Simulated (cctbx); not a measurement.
## A disordered crystal of nominal Ti8Nb2C5N2

Cell a = 5.4030 Å, b = 15.2630 Å, c = 5.3740 Å, α = 90.00°, β = 110.30°, γ = 90.00°; space group C2/m (no. 12); nominal formula Ti8Nb2C5N2.

Simulated single-crystal data (cctbx): Mo Kα, λ = 0.71073 Å, to d = 0.75 Å, 70 % of the full sphere, strongest reflection 5000 counts, noise from counting, a 1.5 % proportional error and a noise floor of 8 counts (s.d.); no absorption.

With every site full:

```text
Rint 0.063, 528 unique reflections to 0.75 A
cycle     R1     wR2    GooF  max shift (A)
   1  0.0746  0.1201   1.676   0.01800
   2  0.0390  0.0653   0.912   0.00016
final R1 0.0390 wR2 0.0653 GooF 0.912  parameters 43  data/parameter 12.3
atom        x        y        z      Ueq    occ   su(xyz)  su(Uiso or U11)
Nb1    0.22568  0.00000  0.26324   0.0190  1.000  0.00025  0.0005
Ti1    0.26459  0.39707  0.27635   0.0246  1.000  0.00036  0.0009
Ti2    0.25570  0.19884  0.23307   0.0229  1.000  0.00039  0.0009
N1     0.00000  0.40231  0.50000   0.0424  1.000  0.00088  0.0080
C2     0.00000  0.00000  0.50000   0.0304  1.000  0.00000  0.0115
C3     0.50000  0.40309  0.00000   0.0430  1.000  0.00106  0.0084
C4     0.50000  0.20399  0.00000   0.0369  1.000  0.00089  0.0116
difference map: max 1.74 min -1.95 rms 0.43
Q1    0.2500  0.2500  0.0000    4    1.84  1.47 A from Ti2
Q2    0.1968  0.1220  0.8198    8    1.80  0.69 A from Ti1
Q3    0.1079  0.0000  0.6427    4    1.77  0.79 A from C2
Q4    0.1427  0.5000  0.6459    4    1.74  0.71 A from Nb1
Q5    0.2357  0.0536  0.1075    8    1.65  1.19 A from Nb1
Q6    0.1424  0.2723  0.6168    8    1.60  0.92 A from Ti2
```

With the occupancies of the suspect sites free, each still typed as its main element:

```text
Rint 0.063, 528 unique reflections to 0.75 A
cycle     R1     wR2    GooF  max shift (A)
   1  0.1047  0.2014   2.818   0.00020
   2  0.0390  0.0653   0.913   0.00023
final R1 0.0390 wR2 0.0653 GooF 0.913  parameters 45  data/parameter 11.7
atom        x        y        z      Ueq    occ   su(xyz)  su(Uiso or U11)
Nb1    0.22568  0.00000  0.26324   0.0190  1.000  0.00025  0.0005
Ti1    0.26459  0.39707  0.27635   0.0246  1.000  0.00036  0.0009
Ti2    0.25570  0.19884  0.23307   0.0229  1.000  0.00039  0.0009
N1     0.00000  0.40231  0.50000   0.0423  0.999  0.00088  0.0087
C2     0.00000  0.00000  0.50000   0.0307  1.005  0.00000  0.0123
C3     0.50000  0.40310  0.00000   0.0430  1.000  0.00106  0.0085
C4     0.50000  0.20399  0.00000   0.0369  1.000  0.00089  0.0116
su of occupancy N1: 0.038
su of occupancy C2: 0.059
difference map: max 1.73 min -1.95 rms 0.43
Q1    0.2500  0.2500  0.0000    4    1.84  1.47 A from Ti2
Q2    0.1968  0.1220  0.8198    8    1.80  0.69 A from Ti1
Q3    0.1081  0.0000  0.6429    4    1.76  0.79 A from C2
Q4    0.1427  0.5000  0.6459    4    1.74  0.71 A from Nb1
Q5    0.2357  0.0536  0.1075    8    1.65  1.19 A from Nb1
Q6    0.1424  0.2723  0.6168    8    1.60  0.92 A from Ti2
```

**Question.** What is the disorder?

X-rays count electrons. N1 refines to 0.999(0.038), or 7.0 electrons; the site truly holds 0.9 N and 0.1 C, 6.9 electrons, which is 0.986 of N; C2 refines to 1.005(0.059), or 6.0 electrons; the site truly holds 0.8 C and 0.2 N, 6.2 electrons, which is 1.033 of C. All are within 3 s.u. of full, so these data don't show the disorder. Occupancy correlates with U and the scale, and the two elements' form factors differ in shape, so the match is approximate.

Freeing them takes R1 from 0.0390 to 0.0390 and GooF from 0.91 to 0.91.

The model is made up (kin elements in a known structure type, no relaxation), so it says nothing on whether the phase exists.

[Middle refinement cycles are left out of these outputs.]

[Logs are printed without paths, hosts, clocks, repeated set-up lines and the standing remarks that a program may print on its own settings, such as how far it seeks lower states.]
